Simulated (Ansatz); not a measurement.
# F-SiC-F chair monolayer in a perpendicular field, part 2 of 2

Aim: how the F-SiC-F chair monolayer screens a field along its normal, and what the field does to its bands. A positive field points along +c.

Ansatz 0.2.0; plane-wave DFT, PBE-D3(BJ), Ansatz PAW.

So far, gap on the k-mesh (eV): step 2 (relaxing the slab) 1.94.

## Step 3: Single point, field 0

A sawtooth potential applies the field, turning back in the middle of the vacuum. With the dipole correction the typed value is the field outside the slab. The induced dipole is small, so the SCF threshold is tight.

The cell differs from the one that the last finished run ended in (c 38.233 → 21.606 Å).

The input, input.yaml:

```yaml
crystal:
  lattice:
    - [3.1529673574, 0.0, 0.0]
    - [-1.5764836787, 2.7305498288, 0.0]
    - [0.0, 0.0, 21.606105956]
  atoms:
    - { symbol: F, position: [0.6666666667, 0.3333333333, 0.4165489153] }
    - { symbol: C, position: [0.6666666667, 0.3333333333, 0.4829182303] }
    - { symbol: Si, position: [0.3333333333, 0.6666666667, 0.5093166143] }
    - { symbol: F, position: [0.3333333333, 0.6666666667, 0.5834510847] }
kpoints:
  mp_grid: { grid: [18, 18, 1] }
  band_path:
    path: [[0, 0, 0], [0.5, 0, 0], [0.33333333, 0.33333333, 0], [0, 0, 0]]
    npoints: 16
hamiltonian:
  xc: pbe
  dispersion: d3bj
scf:
  occupations: { method: fermi_dirac, width: 0.02585 }
  convergence: { dr2_threshold: 1.0e-10 }
efield:
  axis: 3
  dipole_correction: true
  ramp_position: 0.97
  ramp_width: 0.06
  amplitude: 0
output:
  dos: { projected: true, e_range: [-6, 5] }
  write_potential: true
  write_density: true
  volumetric_format: npy
  elf: true
```

Command:

```bash
$ ansatz run input.yaml --threads 2 --pin off --max-ram 3072MiB --backend cpu --events-out ev --progress --plain --runs-dir out
```

Numbers of over 12 decimals in the logs are rounded to 6 here.

What it wrote:

```text
[...]
Crystal: 4 atoms, lattice volume = 186.014 Å³
Basis set: ecut = 420 eV, 3613 PW (Γ)
Bands: 15, of which v1, the nominal top of the filled ones, is band 11 counted from 1 (10 counted from 0)
Symmetry: 6 space group operations
[...]
k-points: 37 of 324 (time reversal used)
[...]
SCF iter   1: F=—  HF=-2503.583787 eV  |F-HF|=—  |Δ(HF+E_count)|=         —  Δρ=3.99e-3  dr2=4.65e-2  ethr=1.77e-3  p=-0.004 e·Å  D=-3.86e-3 V/Å  ΔV_dip=0.08 eV  dr2_dipole=1.50e-3  V_vac-E_F(+/−)=6.04/5.95 eV  ⟨swp⟩=8.8  Hψ=4192  notcnv=0
efield: sawtooth ramp at fractional position 0.9700 (set: `efield.ramp_position`, or a place that a band, a saddle search or an elastic batch's reference lends), width 0.0600; the density the first Hamiltonian is built on has a dipole p = -0.004 e·Å; the dipole correction subtracts the counter field D = -3.86e-3 V/Å, which shifts the + side's vacuum level by +0.08 eV against the − side's; the planar-averaged density in the ramp window peaks in size at 5.5e-6 e/Å³
[...]
SCF iter   2: F=—  HF=-2503.584165 eV  |F-HF|=—  |Δ(HF+E_count)|=   3.78e-4  Δρ=4.99e-3  dr2=4.89e-2  ethr=2.11e-4  p=0.024 e·Å  D=2.32e-2 V/Å  ΔV_dip=-0.50 eV  dr2_dipole=5.60e-3  V_vac-E_F(+/−)=6.10/6.60 eV  ⟨swp⟩=3.7  Hψ=1449  notcnv=0
[...]
SCF iter  10: F=-2503.573999 eV  HF=-2503.573999 eV  |F-HF|=2.11e-10  |Δ(HF+E_count)|=   1.41e-9  Δρ=1.70e-7  dr2=2.85e-11  ethr=1.00e-12  p=-0.004 e·Å  D=-3.48e-3 V/Å  ΔV_dip=0.08 eV  dr2_dipole=7.31e-13  V_vac-E_F(+/−)=6.58/6.50 eV  ⟨swp⟩=6.0  Hψ=1964  notcnv=0
SCF 1 converged in 10 iterations: F = -2503.573999 eV  dr2 = 2.85e-11
[...]
NSCF: frozen V_eff on 49 k-points
efield: sawtooth ramp at fractional position 0.9700 (kept from the solve that this one continues, or follows in the run), width 0.0600; the density the first Hamiltonian is built on has a dipole p = -0.004 e·Å; the dipole correction subtracts the counter field D = -3.48e-3 V/Å, which shifts the + side's vacuum level by +0.08 eV against the − side's; the planar-averaged density in the ramp window peaks in size at 6.1e-6 e/Å³
[...]
SCF converged after 10 iterations
Free energy (F): -2503.573999 eV
[...]
Internal energy: -2503.573999 eV  (E = F + TS)
E sigma→0 (E₀):  -2503.573999 eV
Fermi energy:    -3.552635 eV
Dipole field:    D = -0.003476 V/Å  (p = -0.003573 e·Å, saw-weighted, corrected)
Work function:   Φ+ = 6.5760 eV   Φ− = 6.5010 eV
Levels:          The Fermi level and band energies are counted from a zero that moves with the ramp; work functions are not
[...]
--- Band table (eV; the first three rows and the last of 37) ---
  k-point 0: bands = [... 7 lower, -8.5586, -8.5586, -4.5371, -4.5371, -2.5962, 1.2127, 2.5831, 2.8565]
  k-point 1: bands = [... 7 lower, -8.5776, -8.5633, -4.7269, -4.5819, -2.4721, 1.3212, 2.6418, 2.7371]
  k-point 2: bands = [... 7 lower, -8.6323, -8.5779, -5.1848, -4.7034, -2.1806, 1.5441, 2.4987, 2.8946]
  k-point 36: bands = [... 7 lower, -9.3469, -8.7348, -7.3878, -6.9942, 1.7391, 2.6025, 3.0899, 4.6150]
```

The job ended after 9.2 s (2 threads of Intel Xeon Platinum 8375C at 2.90GHz (Ice Lake), shared host; peak memory 0.51 GiB).

Numbers from this step:

- dipole along the normal: -0.003573 e·Å
- gap along the path: 1.941 eV
- smallest direct gap along the path: 1.941 eV
- step between the vacuum levels: 0.07500 eV
- ionisation energy, upper face: 7.560 eV
- electron affinity, upper face: 5.620 eV
- ionisation energy, lower face: 7.485 eV
- gap, the smaller of path and mesh: 1.941 eV

Running mean over a fixed 2.7 Å (it still follows the layers) of the planar mean; the ramp of the sawtooth is left out. Electron's electrostatic potential energy less the Fermi level against z:

z (Å), electron's electrostatic potential energy less the Fermi level (eV) and a bar from the least value:
```
     2.88       6.50 ##############################
     3.31       6.50 ##############################
     3.75       6.50 ##############################
     4.18       6.50 ##############################
     4.61       6.50 ##############################
     5.04       6.50 ##############################
     5.47       6.50 ##############################
     5.91       6.50 ##############################
     6.34       6.49 ##############################
     6.77       6.46 ##############################
     7.20       6.17 #############################
     7.63       5.09 ###########################
     8.07       3.77 ########################
     8.50       2.68 ######################
     8.93       0.59 ##################
     9.36      -2.81 ###########
     9.79      -6.12 ####
    10.23      -7.86 
    10.66      -7.89 
    10.95      -7.92 
    11.38      -8.04 
    11.81      -6.29 ####
    12.24      -2.83 ###########
    12.68       0.39 #################
    13.11       2.54 ######################
    13.54       3.73 ########################
    13.97       5.10 ###########################
    14.40       6.23 #############################
    14.84       6.53 ##############################
    15.27       6.57 ##############################
    15.70       6.57 ##############################
    16.13       6.58 ##############################
    16.56       6.58 ##############################
    17.00       6.58 ##############################
    17.43       6.58 ##############################
    17.86       6.58 ##############################
    18.29       6.58 ##############################
    18.73       6.58 ##############################
```

The density of states has structure finer than the step of the table below, so its rows give means over 0.5 eV, whole bins alone (the curve runs from -6 to 2.93 eV). Peaks (eV: height): -5.20: 68.8.

Table of density of states by energy, zero at the Fermi level of the run, which the smearing sets inside the gap; means over each step:

| energy (eV) | density of states (states/eV a cell) |
| --- | --- |
| -5.5 | 4.19 |
| -5.0 | 6.74 |
| -4.5 | 0 |
| -4.0 | 1.90 |
| -3.5 | 1.01 |
| -3.0 | 1.10 |
| -2.5 | 1.19 |
| -2.0 | 1.56 |
| -1.5 | 0.882 |
| -1.0 | 0.317 |
| -0.5 | 0 |
| 0.0 | 0 |
| 0.5 | 0 |
| 1.0 | 0.107 |
| 1.5 | 0.293 |
| 2.0 | 0.415 |
| 2.5 | 0.791 |

Projected DOS per atom over height of the atomic layer and energy from the Fermi level. Layers: F C Si F from below.

Ten even steps from '0' (0.00 states/eV) to '9' (3.62 states/eV), each cell a mean:
```
0010
0000
0000
0000
0000
0000
0000
0000
0000
0000
0100
0100
1100
1100
1000
1000
3000
1000
0000
1007
3109
3103
```
Columns: height of the atomic layer (Å) from 9 to 12.6 (not evenly spaced); rows upwards: energy from the Fermi level (eV) from -5.96 to 2.95.

The electronic bands at the labelled points (eV, zero at the Fermi level of the run, which the smearing sets inside the gap):

| point | band 8 | band 9 | band 10 | band 11 | band 12 | band 13 | band 14 | band 15 |
| --- | --- | --- | --- | --- | --- | --- | --- | --- |
| Γ | -5.01 | -5.01 | -0.98 | -0.98 | 0.96 | 4.77 | 6.14 | 6.41 |
| halfway | -5.30 | -5.10 | -3.01 | -1.58 | 2.25 | 4.70 | 6.76 | 7.54 |
| M | -5.53 | -5.20 | -4.16 | -2.00 | 2.67 | 4.95 | 6.34 | 9.62 |
| halfway | -5.65 | -5.20 | -4.04 | -2.80 | 4.23 | 5.20 | 6.83 | 8.33 |
| K | -5.79 | -5.18 | -3.84 | -3.44 | 5.29 | 6.16 | 6.64 | 8.17 |
| halfway | -5.34 | -5.16 | -3.17 | -2.13 | 2.77 | 5.63 | 6.39 | 7.63 |
| Γ | -5.01 | -5.01 | -0.98 | -0.98 | 0.96 | 4.77 | 6.14 | 6.41 |

ELF in the ca plane at fractional y = 0.333, with atoms of F and C within 0.2 Å of it. It is the smooth field of the valence electrons, not physical close to the nuclei.

Ten even steps from '0' (0.00) to '9' (0.89), each cell a mean:
```
00000000000000147873489951011100000000000000
00000000000000158887557740000000000000000000
00000000000000268668512530000000000000000000
00000000000000158986568840000000000000000000
00000000000000137862489951122100000000000000
00000000000000001210268631355410000000000000
00000000000000000000145422466520000000000000
00000000000000012320378731355310000000000000
```
Columns run along c (16.0 Å, from fractional 0.13 to 0.87 of the cell), rows up along a (3.2 Å). Atoms in or near the plane, at fractional coordinates: F at (0.42, 0.67), C at (0.48, 0.67).

Electrostatic potential energy in the ca plane at fractional y = 0.333, with atoms of F and C within 0.2 Å of it. With pseudopotentials it is smooth inside the atoms' cores, unlike the true potential.

Ten even steps from '0' (-38 eV) to '9' (3 eV), each cell a mean:
```
99999999999999999999788756788999999999999999
99999999999999999982014101688999999999999999
99999999999999999970001000589999999999999999
99999999999999999993025202688999999999999999
99999999999999999999888767788999999999999999
99999999999999999999998876678899999999999999
99999999999999999999998875568899999999999999
99999999999999999999998876678999999999999999
```
Columns run along c (16.0 Å, from fractional 0.08 to 0.82 of the cell; values clipped at the 3rd and 97th percentile), rows up along a (3.2 Å). Atoms in or near the plane, at fractional coordinates: F at (0.42, 0.67), C at (0.48, 0.67).

Valence density in the ca plane at fractional y = 0.333, with atoms of F and C within 0.2 Å of it. It is the smooth field of the valence electrons, not physical close to the nuclei.

Ten steps, logarithmic in the rise over the least value, from '0' (0 e/Å³) to '9' (11 e/Å³), each cell a mean:
```
00000000000000013443344321110000000000000000
00000000000000026885555421000000000000000000
00000000000000037996555421000000000000000000
00000000000000025875455421000000000000000000
00000000000000012433344321111000000000000000
00000000000000000111123321222100000000000000
00000000000000000000122222232100000000000000
00000000000000000111233321222100000000000000
```
Columns run along c (16.0 Å, from fractional 0.13 to 0.87 of the cell), rows up along a (3.2 Å). Atoms in or near the plane, at fractional coordinates: F at (0.42, 0.67), C at (0.48, 0.67).

The gap is 1.94 eV, with the valence edge 7.56 eV and the conduction edge 5.62 eV under the upper vacuum level.

## Step 4: Atoms held, field 0.1 V/Å

input.yaml, as its differences from that of step 3:

```diff
@@ -26,5 +26,4 @@
   ramp_width: 0.06
-  amplitude: 0
+  amplitude: 0.1
 output:
-  dos: { projected: true, e_range: [-6, 5] }
   write_potential: true
@@ -32,2 +31 @@
   volumetric_format: npy
-  elf: true
```

What it wrote:

```text
[...]
Crystal: 4 atoms, lattice volume = 186.014 Å³
Basis set: ecut = 420 eV, 3613 PW (Γ)
Bands: 15, of which v1, the nominal top of the filled ones, is band 11 counted from 1 (10 counted from 0)
Symmetry: 6 space group operations
[...]
k-points: 37 of 324 (time reversal used)
[...]
--- Band table (eV; the first three rows and the last of 37) ---
  k-point 0: bands = [... 7 lower, -8.5294, -8.5294, -4.5529, -4.5529, -2.6097, 1.2420, 2.2977, 2.8540]
  k-point 1: bands = [... 7 lower, -8.5496, -8.5346, -4.7430, -4.5977, -2.4853, 1.3501, 2.3613, 2.7402]
  k-point 2: bands = [... 7 lower, -8.6061, -8.5504, -5.2017, -4.7192, -2.1931, 1.5673, 2.4586, 2.6481]
  k-point 36: bands = [... 7 lower, -9.3269, -8.7063, -7.4145, -7.0119, 1.7246, 2.6085, 3.0851, 4.6067]
[key lines of the parts left out:]
SCF converged after 11 iterations
Free energy (F): -2503.574456 eV
Fermi energy:    -3.567290 eV
Dipole field:    D = 0.012374 V/Å  (p = 0.012721 e·Å, saw-weighted, corrected)
```

Run time: 7.8 s. Hardware: 2 threads; peak memory 0.48 GiB.

The dipole is 0.0127 e·Å, 0.0163 e·Å from its value without field, and the gap 1.943 eV.

## Step 5: Single point, field -0.1 V/Å

input.yaml, as its differences from that of step 4:

```diff
@@ -26,3 +26,3 @@
   ramp_width: 0.06
-  amplitude: 0.1
+  amplitude: -0.1
 output:
```

What it wrote:

```text
[...]
Crystal: 4 atoms, lattice volume = 186.014 Å³
Basis set: ecut = 420 eV, 3613 PW (Γ)
Bands: 15, of which v1, the nominal top of the filled ones, is band 11 counted from 1 (10 counted from 0)
Symmetry: 6 space group operations
[...]
k-points: 37 of 324 (time reversal used)
[...]
--- Band table (eV; the first three rows and the last of 37) ---
  k-point 0: bands = [... 7 lower, -8.5828, -8.5828, -4.5213, -4.5213, -2.5833, 1.1772, 2.4999, 2.8589]
  k-point 1: bands = [... 7 lower, -8.6015, -8.5871, -4.7108, -4.5661, -2.4596, 1.2857, 2.5458, 2.7587]
  k-point 2: bands = [... 7 lower, -8.6557, -8.6009, -5.1679, -4.6876, -2.1688, 1.5143, 2.4652, 2.8291]
  k-point 36: bands = [... 7 lower, -9.3670, -8.7628, -7.3610, -6.9761, 1.7532, 2.5962, 3.0941, 4.6232]
[key lines of the parts left out:]
SCF converged after 11 iterations
Free energy (F): -2503.575171 eV
Fermi energy:    -3.538327 eV
Dipole field:    D = -0.019329 V/Å  (p = -0.019870 e·Å, saw-weighted, corrected)
```

The job ended after 8.3 s (2 threads; peak memory 0.47 GiB).

The dipole is -0.0199 e·Å, -0.0163 e·Å from its value without field, and the gap 1.938 eV.

## Step 6: Response, atoms held

This step: plane-wave DFT, PBE-D3(BJ), Ansatz PAW; response to a field along the normal, atoms held (Ansatz 0.2.0).

The dipoles give the slope, and the difference of two potentials shows where the field is screened.

Numbers from this step:

- equivalent conductor thickness p/(ε₀AE): 3.425 Å
- distance between the outer atoms: 3.606 Å

The dipole of the cell by applied field:

| applied field (V/Å) | dipole of the cell (e·Å) |
| --- | --- |
| -0.1000 | -0.0199 |
| 0.0000 | -0.00357 |
| 0.1000 | 0.0127 |

Local field over the applied field, running mean. From the potentials at -0.1 and 0.1 V/Å; running mean over 2.5 Å. The local field over applied field by z:

z (Å), local field over applied field and a bar from the least value:
```
      4.5       1.00 ##############################
      5.0       1.00 ##############################
      5.5       1.00 ##############################
      6.0       1.00 ##############################
      6.5       0.99 ##############################
      7.0       0.97 #############################
      7.5       0.89 ##########################
      8.0       0.77 #####################
      8.5       0.63 ###############
      9.0       0.50 ##########
      9.5       0.34 ####
     10.0       0.24 
     10.5       0.24 
     11.0       0.25 
     11.5       0.27 #
     12.0       0.37 #####
     12.5       0.51 ###########
     13.0       0.62 ###############
     13.5       0.75 ####################
     14.0       0.87 #########################
     14.5       0.95 ############################
     15.0       0.99 ##############################
     15.5       1.00 ##############################
     16.0       1.00 ##############################
     16.5       1.00 ##############################
     17.0       1.00 ##############################
     17.5       1.00 ##############################
```

The induced electron density oscillates, so the rows of the table below give means over windows of 0.5 Å about each position, cut where the curve ends. Its maxima inside the range that stand out by 2 % of the span (Å: e/Å³ per V/Å): 8.50: 0.00399, 9.22: 0.00147, 10.37: 0.00389, 11.96: 0.00143, 12.68: -0.00123. Its minima: 9.07: 1.7e-4, 9.65: -2.6e-4, 11.09: -0.00422, 12.39: -0.00149, 13.11: -0.00347.

Electrons, planar mean, per unit field. Induced electron density against z; means over each step:

z (Å), induced electron density (e/Å³ per V/Å) and a bar from the least value:
```
      5.0    0.00000 ##############
      5.5    0.00000 ##############
      6.0    0.00000 ##############
      6.5    0.00002 ##############
      7.0    0.00012 ###############
      7.5    0.00051 ################
      8.0    0.00188 ######################
      8.5    0.00356 ##############################
      9.0    0.00101 ###################
      9.5    0.00046 ################
     10.0    0.00100 ###################
     10.5    0.00241 #########################
     11.0   -0.00310 
     11.5   -0.00143 ########
     12.0    0.00086 ##################
     12.5   -0.00130 ########
     13.0   -0.00284 #
     13.5   -0.00222 ####
     14.0   -0.00072 ###########
     14.5   -0.00017 #############
     15.0   -0.00004 ##############
     15.5   -0.00001 ##############
     16.0    0.00000 ##############
     16.5    0.00000 ##############
```

The smaller of the gaps on the path and on the k-mesh, counted as 0 under 0.03 eV. The gap by applied field:

| applied field (V/Å) | gap (eV) |
| --- | --- |
| -0.1000 | 1.94 |
| 0.0000 | 1.94 |
| 0.1000 | 1.94 |

By hand: between -0.1 and 0.1 V/Å the dipole changes by 0.03259 e·Å, a slope of 0.1630 e·Å²/V. A perfect conductor of thickness t has p = ε₀AEt, so t = 180.95 × 0.1630 / 8.609 = 3.42 Å (e/ε₀ = 180.95 V·Å, A in Å²).

The induced dipole is that of a conductor 3.42 Å thick.

## Step 7: What came out

| Property | Result |
| --- | --- |
| gap without field | 1.94 eV |
| ionisation energy, upper face | 7.56 eV |
| electron affinity, upper face | 5.62 eV |
| step between the vacuum levels | 0.0750 eV |
| equivalent conductor thickness, atoms held | 3.42 Å |

**Reading.** The induced dipole equals that of a perfect conductor 3.42 Å thick, while the outer atoms lie 3.61 Å apart; an out-of-plane ε follows only once a thickness t is chosen, by 1 − 1/ε = 3.42 Å / t. The two faces differ: the vacuum level above lies 0.08 eV higher than the one below. The gap stays within 0.01 eV of 1.94 eV over the fields run, up to 0.1 V/Å in size. Semilocal functionals give gaps that are too small, and excitons are not included.

[Logs are printed without paths, hosts, clocks, repeated set-up lines and the standing remarks that a program may print on its own settings, such as how far it seeks lower states.]

[Hosts, paths, dates, database ids (printed as entryN), source tags and the programs' standing remarks are cut or masked in the printed files.]

[Maps of the electrostatic potential energy from Ansatz leave out the sawtooth potential of an applied field or a dipole correction, so their vacuum need not be flat; planar profiles and work functions include it.]

[The density of states shown here was stored with 400 of the rows of the run's finer table, so its peaks can read low, often by over a quarter, or be missed, and its means over a window can be off by a tenth or more.]
